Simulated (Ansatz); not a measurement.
**BaHg (Pm-3m): from the cell to its phonons**

Wanted: phonon frequencies of BaHg (Pm-3m) and what follows from them.

Program: Ansatz 0.2.0. Level of theory: DFT PBEsol, scalar-relativistic, plane waves, PAW; PAW set soft_1. Results are calculated unless marked as measured.

### Step 1. The structure

It takes space group Pm-3m (No. 221, cubic). The conventional cell has a = 4.179 Å, b = 4.179 Å, c = 4.179 Å, α = 90.00°, β = 90.00°, γ = 90.00°. Nearest to Ba lie 8 Hg at 3.62 Å. Nearest to Hg lie 8 Ba at 3.62 Å. Farther neighbours are not listed.

### Step 2. Bringing the structure to rest

The cell and atoms are relaxed, since residual forces and stress would shift the frequencies.

File input.yaml:

```yaml
crystal:
  lattice:
    - [4.17876004, 0.0, 0.0]
    - [0.0, 4.17876004, 0.0]
    - [0.0, 0.0, 4.17876004]
  atoms:
    - { symbol: Ba, position: [0.0, 0.0, 0.0] }
    - { symbol: Hg, position: [0.5, 0.5, 0.5] }
kpoints:
  mp_grid: { grid: [10, 10, 10] }
hamiltonian:
  xc: pbesol
  pseudopotentials: { kind: paw, azcp: { folder: soft_1 }, xc_functional: pbe }
scf:
  occupations: { method: gaussian, width: 0.1 }
output:
  forces: true
  stress: true
  eigenvalues: true
  write_density: true
  write_potential: true
  elf: true
  volumetric_format: npy
relax:
  adjacent_minimum: "off"
  f_tol: 0.005
  max_steps: 80
  cell: { stress_tol: 0.05 }
```

On the command line:

```
$ ansatz run input.yaml --threads 4 --pin off --max-ram 10240MiB --backend cpu --events-out ev --progress --plain --runs-dir out
```

Numbers of over 12 decimals in the logs are rounded to 6 here.

Log:

```text
Engine: ansatz 0.2.0, aarch64-unknown-linux-gnu
Pseudopotentials: kind: paw
Pseudopotential: Ba, paw, valence charge 10, recommended cutoff 420 eV (normal), soft_1/Ba.paw.azcp
Pseudopotential: Hg, paw, valence charge 20, recommended cutoff 420 eV (normal), soft_1/Hg.paw.azcp
Functional definition: PBEsol
  exchange = pbesol_x
  correlation = pbesol_c
Crystal: 2 atoms, lattice volume = 72.970 Å³
Basis set: ecut = 420 eV, 1365 PW (Γ), exchange–correlation on 60×60×60 points (8 copies of the dense FFT grid, shifted against one another)
Bands: 19, of which v1, the nominal top of the filled ones, is band 15 counted from 1 (14 counted from 0)
Symmetry: 48 space group operations
Space group: Pm-3m (ITA 221), of the structure as read, at distance tolerance 4.2e-5 Å
k-points: 56 of 1000
Non-local potential: Ba, projectors of the file, l = 0: 3, l = 1: 2, l = 2: 2, l = 3: 2
Non-local potential: Hg, projectors of the file, l = 0: 3, l = 1: 2, l = 2: 2, l = 3: 1
PAW form: soft (Blöchl's): semilocal exchange-correlation on the pseudo side does not see the compensation charge
PAW frozen core: Ba, regenerated for the run's functional, and the local potential with it (the file was generated under x = pbe(κ = 0.804, μ = 0.219515), c = pbe(β = 0.066725))
PAW frozen core: Hg, regenerated for the run's functional, and the local potential with it (the file was generated under x = pbe(κ = 0.804, μ = 0.219515), c = pbe(β = 0.066725))
PAW one-centre angular grid: Ba, 194 points (default); XC on 64 Gauss nodes
PAW one-centre angular grid: Hg, 590 points (default); XC on 64 Gauss nodes
Initial density: superposition of atomic densities (chi_scale 0.1, normalization cell, long waves kept (reshape's long-wave potential 0.00 eV rms))
Initial wavefunctions: pseudopotential atomic-orbital guess
Functional: x = pbesol(κ = 0.804, μ = 0.123457), c = pbesol(β = 0.046)
SCF iter   1: F=—  HF=-19537.001064 eV  |F-HF|=—  |Δ(HF+E_count)|=         —  Δρ=8.86e-2  dr2=1.17e1  ethr=3.10e-3  ⟨swp⟩=7.8  Hψ=6485  notcnv=0
preconditioner: auto → Kerker (q_TF=auto, 2.353 Å⁻¹)  [metal: Δε(μ)=0.015 eV  Ē_g=8.411 eV  σ=0.100 eV  W_gap=0.08  n_scr=18 (ndim 8)  ℏωp=19.4 eV  f_vac=0.000  D(μ)=2.12/eV (n_scr^D=18)]
SCF iter   2: F=—  HF=-19534.400780 eV  |F-HF|=—  |Δ(HF+E_count)|=    2.60e0  Δρ=2.61e-2  dr2=1.51e0  ethr=3.10e-3  ⟨swp⟩=3.1  Hψ=2711  notcnv=0  defer=2
SCF iter   3: F=—  HF=-19533.983242 eV  |F-HF|=—  |Δ(HF+E_count)|=   4.18e-1  Δρ=1.27e-2  dr2=3.40e-1  ethr=3.10e-3  ⟨swp⟩=3.3  Hψ=2065  notcnv=0  defer=2
SCF iter   4: F=—  HF=-19533.858504 eV  |F-HF|=—  |Δ(HF+E_count)|=   1.25e-1  Δρ=3.56e-3  dr2=1.26e-2  ethr=1.13e-3  ⟨swp⟩=3.8  Hψ=2330  notcnv=0  defer=2
SCF iter   5: F=—  HF=-19533.855077 eV  |F-HF|=—  |Δ(HF+E_count)|=   3.43e-3  Δρ=9.08e-4  dr2=5.79e-4  ethr=4.21e-5  ⟨swp⟩=2.0  Hψ=1619  notcnv=0  defer=2
SCF iter   6: F=—  HF=-19533.855169 eV  |F-HF|=—  |Δ(HF+E_count)|=   9.23e-5  Δρ=1.93e-4  dr2=5.10e-5  ethr=1.93e-6  ⟨swp⟩=2.1  Hψ=1845  notcnv=0  defer=2
SCF iter   7: F=—  HF=-19533.855177 eV  |F-HF|=—  |Δ(HF+E_count)|=   7.38e-6  Δρ=4.48e-5  dr2=1.80e-6  ethr=1.70e-7  ⟨swp⟩=2.0  Hψ=1453  notcnv=0  defer=2
SCF iter   8: F=-19533.855177 eV  HF=-19533.855177 eV  |F-HF|=5.48e-9  |Δ(HF+E_count)|=   7.09e-7  Δρ=8.09e-6  dr2=6.15e-8  ethr=3.33e-10  ⟨swp⟩=9.6  Hψ=8618  notcnv=0
SCF 1 converged in 8 iterations: F = -19533.855177 eV  dr2 = 6.15e-8
  greatest PAW one-centre occupation: 1.000 electrons in one spin orbital (limit 2), on the Hg atom at site 1 (counted from 0), in its partial waves of l = 0
relax step   1: F+E_penalty+E_count = -19533.85517723 eV  Δ(F+E_penalty+E_count) = +0.000e0 eV  max|allowed force component| = 1.935e-28 eV/Å  Δτ_max = 0.0000 Å  P = -1.567 GPa  Ω = 72.970 Å³  (8 SCF iters, dr2 threshold 1.00e-7 eV, accepted)
Crystal: 2 atoms, lattice volume = 70.053 Å³
Basis set: ecut = 420 eV, 1357 PW (Γ), exchange–correlation on 60×60×60 points (8 copies of the dense FFT grid, shifted against one another)
Initial density: handed on by an earlier stage of this run
Initial wavefunctions: those handed on with the density
iter 1 solved again at ethr=4.17e-5 eV; its pass at ethr=3.10e-3 eV (dr2=1.25e-2 eV) is discarded
SCF iter   1: F=—  HF=-19533.880545 eV  |F-HF|=—  |Δ(HF+E_count)|=         —  Δρ=2.84e-3  dr2=1.31e-2  ethr=4.17e-5  ⟨swp⟩=1.0  Hψ=7051  notcnv=0
preconditioner: auto → Kerker (q_TF=auto, 2.369 Å⁻¹)  [metal: Δε(μ)=0.044 eV  Ē_g=10.210 eV  σ=0.100 eV  W_gap=0.23  n_scr=18 (ndim 8)  ℏωp=19.8 eV  f_vac=0.000  D(μ)=1.72/eV (n_scr^D=6)]
SCF iter   2: F=—  HF=-19533.877338 eV  |F-HF|=—  |Δ(HF+E_count)|=   3.21e-3  Δρ=1.38e-3  dr2=3.69e-3  ethr=4.17e-5  ⟨swp⟩=2.6  Hψ=1408  notcnv=0
SCF iter   3: F=—  HF=-19533.876137 eV  |F-HF|=—  |Δ(HF+E_count)|=   1.20e-3  Δρ=4.91e-4  dr2=4.08e-4  ethr=1.23e-5  ⟨swp⟩=2.0  Hψ=1429  notcnv=0
SCF iter   4: F=—  HF=-19533.875998 eV  |F-HF|=—  |Δ(HF+E_count)|=   1.39e-4  Δρ=1.23e-4  dr2=1.89e-5  ethr=1.36e-6  ⟨swp⟩=2.4  Hψ=1484  notcnv=0
SCF iter   5: F=—  HF=-19533.876009 eV  |F-HF|=—  |Δ(HF+E_count)|=   1.07e-5  Δρ=3.82e-5  dr2=1.29e-6  ethr=6.29e-8  ⟨swp⟩=2.4  Hψ=1607  notcnv=0
SCF iter   6: F=-19533.876009 eV  HF=-19533.876009 eV  |F-HF|=1.86e-10  |Δ(HF+E_count)|=   4.22e-9  Δρ=7.81e-6  dr2=5.05e-8  ethr=6.67e-10  ⟨swp⟩=11.0  Hψ=8253  notcnv=0
SCF 2 converged in 6 iterations: F = -19533.876009 eV  dr2 = 5.05e-8
relax step   2: F+E_penalty+E_count = -19533.87600862 eV  Δ(F+E_penalty+E_count) = -2.083e-2 eV  max|allowed force component| = 1.474e-29 eV/Å  Δτ_max = 0.0000 Å  P = -0.645 GPa  Ω = 70.053 Å³  energy of the carried Pulay correction = +3.637e-4 eV  (6 SCF iters, dr2 threshold 2.00e-7 eV, accepted)
Crystal: 2 atoms, lattice volume = 68.150 Å³
iter 1 solved again at ethr=1.96e-5 eV; its pass at ethr=3.10e-3 eV (dr2=5.88e-3 eV) is discarded
SCF iter   1: F=—  HF=-19533.881718 eV  |F-HF|=—  |Δ(HF+E_count)|=         —  Δρ=1.96e-3  dr2=5.95e-3  ethr=1.96e-5  ⟨swp⟩=1.9  Hψ=6970  notcnv=0
preconditioner: auto → Kerker (q_TF=auto, 2.380 Å⁻¹)  [metal: Δε(μ)=0.001 eV  Ē_g=10.287 eV  σ=0.100 eV  W_gap=0.01  n_scr=18 (ndim 8)  ℏωp=20.1 eV  f_vac=0.000  D(μ)=1.67/eV (n_scr^D=6)]
SCF iter   2: F=—  HF=-19533.880253 eV  |F-HF|=—  |Δ(HF+E_count)|=   1.47e-3  Δρ=9.53e-4  dr2=1.66e-3  ethr=1.96e-5  ⟨swp⟩=2.5  Hψ=1393  notcnv=0
SCF iter   3: F=—  HF=-19533.879711 eV  |F-HF|=—  |Δ(HF+E_count)|=   5.42e-4  Δρ=3.37e-4  dr2=1.81e-4  ethr=5.54e-6  ⟨swp⟩=2.0  Hψ=1428  notcnv=0
SCF iter   4: F=—  HF=-19533.879660 eV  |F-HF|=—  |Δ(HF+E_count)|=   5.07e-5  Δρ=8.47e-5  dr2=8.48e-6  ethr=6.02e-7  ⟨swp⟩=2.4  Hψ=1475  notcnv=0
SCF iter   5: F=—  HF=-19533.879659 eV  |F-HF|=—  |Δ(HF+E_count)|=   1.90e-6  Δρ=2.62e-5  dr2=5.95e-7  ethr=2.83e-8  ⟨swp⟩=2.4  Hψ=1602  notcnv=0
SCF iter   6: F=-19533.879659 eV  HF=-19533.879659 eV  |F-HF|=1.82e-10  |Δ(HF+E_count)|=   1.30e-8  Δρ=5.25e-6  dr2=2.22e-8  ethr=6.67e-10  ⟨swp⟩=10.4  Hψ=7995  notcnv=0
SCF 3 converged in 6 iterations: F = -19533.879659 eV  dr2 = 2.22e-8
relax step   3: F+E_penalty+E_count = -19533.87965858 eV  Δ(F+E_penalty+E_count) = -3.650e-3 eV  max|allowed force component| = 1.683e-29 eV/Å  Δτ_max = 0.0000 Å  P = +0.091 GPa  Ω = 68.150 Å³  energy of the carried Pulay correction = +6.090e-4 eV  (6 SCF iters, dr2 threshold 2.00e-7 eV, accepted)
[...]
relax step   4: F+E_penalty+E_count = -19533.87969270 eV  Δ(F+E_penalty+E_count) = -3.412e-5 eV  max|allowed force component| = 3.616e-30 eV/Å  Δτ_max = 0.0000 Å  P = +0.003 GPa  Ω = 68.362 Å³  energy of the carried Pulay correction = +5.814e-4 eV  (5 SCF iters, dr2 threshold 2.06e-8 eV, accepted)
Initial wavefunctions: pseudopotential atomic-orbital guess (no wavefunctions were taken with the density)
iter 1 solved again at ethr=6.61e-8 eV; its pass at ethr=3.10e-3 eV (dr2=1.98e-5 eV) is discarded
SCF iter   1: F=—  HF=-19533.879079 eV  |F-HF|=—  |Δ(HF+E_count)|=         —  Δρ=8.65e-5  dr2=8.75e-7  ethr=6.61e-8  ⟨swp⟩=3.2  Hψ=8829  notcnv=0
preconditioner: auto → Kerker (q_TF=auto, 2.378 Å⁻¹)  [metal: Δε(μ)=0.039 eV  Ē_g=10.338 eV  σ=0.100 eV  W_gap=0.21  n_scr=18 (ndim 8)  ℏωp=20.1 eV  f_vac=0.000  D(μ)=1.68/eV (n_scr^D=6)]
SCF iter   2: F=—  HF=-19533.879090 eV  |F-HF|=—  |Δ(HF+E_count)|=   1.13e-5  Δρ=4.35e-5  dr2=1.97e-7  ethr=2.92e-9  ⟨swp⟩=2.0  Hψ=1756  notcnv=0
SCF iter   3: F=—  HF=-19533.879090 eV  |F-HF|=—  |Δ(HF+E_count)|=   2.28e-7  Δρ=7.58e-6  dr2=7.92e-9  ethr=6.57e-10  ⟨swp⟩=2.1  Hψ=1860  notcnv=0
SCF iter   4: F=—  HF=-19533.879090 eV  |F-HF|=—  |Δ(HF+E_count)|=   8.11e-9  Δρ=5.56e-7  dr2=2.91e-10  ethr=2.64e-11  ⟨swp⟩=2.0  Hψ=1452  notcnv=0
SCF iter   5: F=—  HF=-19533.879090 eV  |F-HF|=—  |Δ(HF+E_count)|=  6.18e-11  Δρ=1.55e-7  dr2=2.86e-11  ethr=1.00e-12  ⟨swp⟩=2.3  Hψ=1696  notcnv=0
SCF iter   6: F=-19533.879090 eV  HF=-19533.879090 eV  |F-HF|=1.09e-11  |Δ(HF+E_count)|=  1.46e-11  Δρ=4.20e-8  dr2=1.79e-12  ethr=1.00e-12  ⟨swp⟩=6.3  Hψ=4839  notcnv=0
SCF 5 converged in 6 iterations: F = -19533.879090 eV  dr2 = 1.79e-12
relax step   5: F+E_penalty+E_count = -19533.87909042 eV  Δ(F+E_penalty+E_count) = +6.023e-4 eV  max|allowed force component| = 1.778e-29 eV/Å  Δτ_max = 0.0000 Å  P = +0.004 GPa  Ω = 68.362 Å³  stress off target by 3.79e-3 GPa  SCF on the basis re-selected at this cell (its energy is not comparable with the rows above)  (6 SCF iters)
basis re-selected at this cell: Δ(F+E_penalty+E_count) = +6.023e-4 eV, ΔP = +0.001 GPa vs the last step (what re-selecting the basis moved, of the pressure what is left beyond the Pulay correction that the steps carried, after the strain that the cell walked since its last selection, with what the two solves' SCF thresholds leave and, on support functions, any second-order correction that the steps lacked; it is no m [...]
SCF converged after 6 iterations
Free energy (F): -19533.879090 eV
Harris-Foulkes:  -19533.879090 eV  (|F-HF|=1.09e-11)
Internal energy: -19533.870674 eV  (E = F + TS)
E sigma→0 (E₀):  -19533.874882 eV
Entropy (-TS):   -0.008416 eV (-4.208 meV/atom)
Fermi energy:    10.788118 eV
--- Per-component energies (eV) ---
  E_band       = -506.883836
  E_kinetic    = 734.983537
  E_local      = -3571.819848  (includes V_loc(G=0)·N_el)
  E_nonlocal   = 179.904832
  E_hartree    = 1514.068825
  E_xc         = -405.531098
  E_vxc        = -377.322896  (∫ρ·V_xc dr)
  E_paw        = -14923.135819  (= ΣΔE_a)
  E_vpaw       = -500.767541  (= ΣTr[D̂ρ^β])
  E_aug_tail   = 0.000419  (compensation charges beyond the density's cutoff)
  E_ewald      = -3062.821669
  E_core_change = 0.480147  (= ΣΔE_core)
  E_smearing   = -0.008416  (= −TS)
  E_closure    = -0.000000  (closes the sum)
  Σ components = -19533.879090   (vs F -19533.879090, Δ=0.00e0)
--- Forces (eV/Å), atoms counted from 1 ---
  atom   1  Ba     0.00000000    -0.00000000     0.00000000
  atom   2  Hg    -0.00000000    -0.00000000     0.00000000
  max |Σ_I F_I| component: 3.60e-29 eV/Å
--- Stress (GPa, compression-positive) ---
        0.003791       0.000000      -0.000000
        0.000000       0.003791       0.000000
       -0.000000       0.000000       0.003791
  P = ⅓ Tr σ = 0.0038 GPa (0.038 kbar)
--- Band table (eV; the first three rows and the last of 56) ---
  k-point 0: bands = [... 11 lower, 3.7833, 3.7833, 4.5011, 11.6502, 11.6502, 14.6154, 14.6154, 14.6154]
  k-point 1: bands = [... 11 lower, 3.7840, 3.7854, 4.6390, 11.6351, 11.6593, 14.1510, 14.1908, 14.1908]
  k-point 2: bands = [... 11 lower, 3.7862, 3.7908, 5.0237, 11.2292, 11.6841, 13.5095, 13.5095, 13.8890]
  k-point 55: bands = [... 11 lower, 4.0017, 4.0017, 7.8326, 9.4730, 9.4730, 9.4730, 16.6088, 16.6088]
--- Relaxed structure (4 steps of the walk, 4 accepted, 1 SCFs on fresh bases) ---
  F+E_penalty+E_count = -19533.87909042 eV   max|allowed force component| = 1.778e-29 eV/Å   (the final SCF, on the basis selected at the relaxed cell)
  cell:  # Å, volume = 68.3622 Å³
    - [4.088889, 0, 0]
    - [0, 4.088889, 0.0]
    - [0, 0.0, 4.088889]
  atoms:
    - { symbol: Ba, position: [0, 0, 0] }
    - { symbol: Hg, position: [0.5, 0.5, 0.5] }
```

Run time: 6.9 s. Hardware: 4 threads of Arm Neoverse V1, shared host; peak memory 0.42 GiB.

Relaxation path:

| step | energy less that of the first step (eV) | largest force component (eV/Å) | pressure (GPa) | volume (Å³) |
| --- | --- | --- | --- | --- |
| 1 | 0.0000 | 0.0000 | -1.57 | 72.97 |
| 2 | -0.0208 | 0.0000 | -0.64 | 70.05 |
| 3 | -0.0245 | 0.0000 | 0.09 | 68.15 |
| 4 | -0.0245 | 0.0000 | 0.00 | 68.36 |
| 5* | -0.0239 | 0.0000 | 0.00 | 68.36 |

Relaxation steps marked * repeat the geometry before them on a plane-wave basis chosen anew for their cell, so energy and pressure can jump there.

The run keeps the 48 symmetry operations that it works with, so distortions that break them were not tested.

| conventional cell, symmetrised | before | after | change |
| --- | --- | --- | --- |
| a (Å) | 4.179 | 4.089 | -2.2 % |
| b (Å) | 4.179 | 4.089 | -2.2 % |
| c (Å) | 4.179 | 4.089 | -2.2 % |
| volume (Å³/atom) | 36.48 | 34.18 | -6.3 % |

The relaxed structure:

```xyz
2
Lattice="4.0889 0.0000 0.0000 0.0000 4.0889 0.0000 0.0000 0.0000 4.0889" Properties=species:S:1:pos:R:3 pbc="T T T"
Ba    0.0000    0.0000    0.0000
Hg    2.0444    2.0444    2.0444
```

Numbers from this step:

```yaml
pressure: 0.003791 GPa
volume_per_atom: 34.18 Å³
gap_on_the_k_mesh: 0 eV
```

ELF in the ac plane at fractional y = 0.000, with atoms of Ba within 0.2 Å of it. It is the smooth field of the valence electrons, not physical close to the nuclei.

Ten even steps from '_' (0.02) to '@' (0.86), each cell a mean:
```
__::@@@@**..______::%%@@##..
++##@@@@==..______..**@@@@##
@@@@%%**::____..____--##@@@@
%%%%++::..__......__..--**%%
--::..__....::::::..____..::
________..::::::::::..______
______..::::::::::::....____
______....::::::::::..______
::....__....::::::..____....
**++--..__....::......::==**
@@@@%%++..__....____::**@@@@
%%@@@@%%--..______..++%%@@@@
__--@@@@++..______::%%@@##::
____%%@@**::______--%%@@++__
```
Columns run along a (4.1 Å), rows up along c (4.1 Å). Atoms in or near the plane, at fractional coordinates: Ba at (0.00, 0.00).

Valence density in the ac plane at fractional y = 0.000, with atoms of Ba within 0.2 Å of it. It is the smooth field of the valence electrons, not physical close to the nuclei.

Ten even steps from '_' (0.0 e/Å³) to '@' (1.3 e/Å³), each cell a mean:
```
==##@@**::__________--##@@**
%%@@%%==..__________::**@@@@
%%##==::____________..::**##
----..________________..::--
____________________________
____________________________
____________________________
____________________________
____________________________
::....__________________..::
##**--..______________::==**
@@@@##--..__________..==%%@@
++%%@@**..__________--##@@##
--++@@##::__________--%%%%==
```
Columns run along a (4.1 Å), rows up along c (4.1 Å). Atoms in or near the plane, at fractional coordinates: Ba at (0.00, 0.00).

Electrostatic potential energy in the ac plane at fractional y = 0.000, with atoms of Ba within 0.2 Å of it. With pseudopotentials it is smooth inside the atoms' cores, unlike the true potential.

Values in eV, 14 rows by 14 columns, each cell a mean:
```
-52 -51 -34 -14   3   8  11  11  10   7  -2 -19 -43 -51
-46 -41 -24  -7   5   9  11  12  11   8   2 -11 -32 -43
-22 -18  -6   2   8  11  12  12  12  10   6   1 -11 -19
 -4  -1   4   7  10  12  13  13  13  12   9   6   2  -2
  7   7   9  11  12  13  14  14  13  13  12  10   8   7
 10  10  11  12  13  14  14  14  14  13  13  12  11  10
 11  11  12  13  13  14  14  14  14  14  13  12  12  11
 10  11  12  12  13  14  14  14  14  14  13  12  11  11
  8   8  10  11  12  13  14  14  14  13  12  11   9   8
  2   3   6   9  11  12  13  13  13  12  10   8   5   3
-17 -13  -3   4   9  11  12  13  12  11   7   2  -7 -14
-38 -32 -16  -3   6  10  12  12  11   9   4  -6 -24 -34
-52 -49 -32 -13   3   8  11  11  10   7  -1 -18 -41 -51
-52 -52 -38 -17   2   8  10  11  10   7  -4 -22 -46 -52
```
Columns run along a (4.1 Å; values clipped at the 3rd and 97th percentile), rows up along c (4.1 Å). Atoms in or near the plane, at fractional coordinates: Ba at (0.00, 0.00).

In this step the volume went from 36.48 to 34.18 Å³/atom.

(Part 1 of 3 ends here.)

[Logs are printed without paths, hosts, clocks, repeated set-up lines and the standing remarks that a program may print on its own settings, such as how far it seeks lower states.]

[Hosts, paths, dates, database ids (printed as entryN), source tags and the programs' standing remarks are cut or masked in the printed files.]
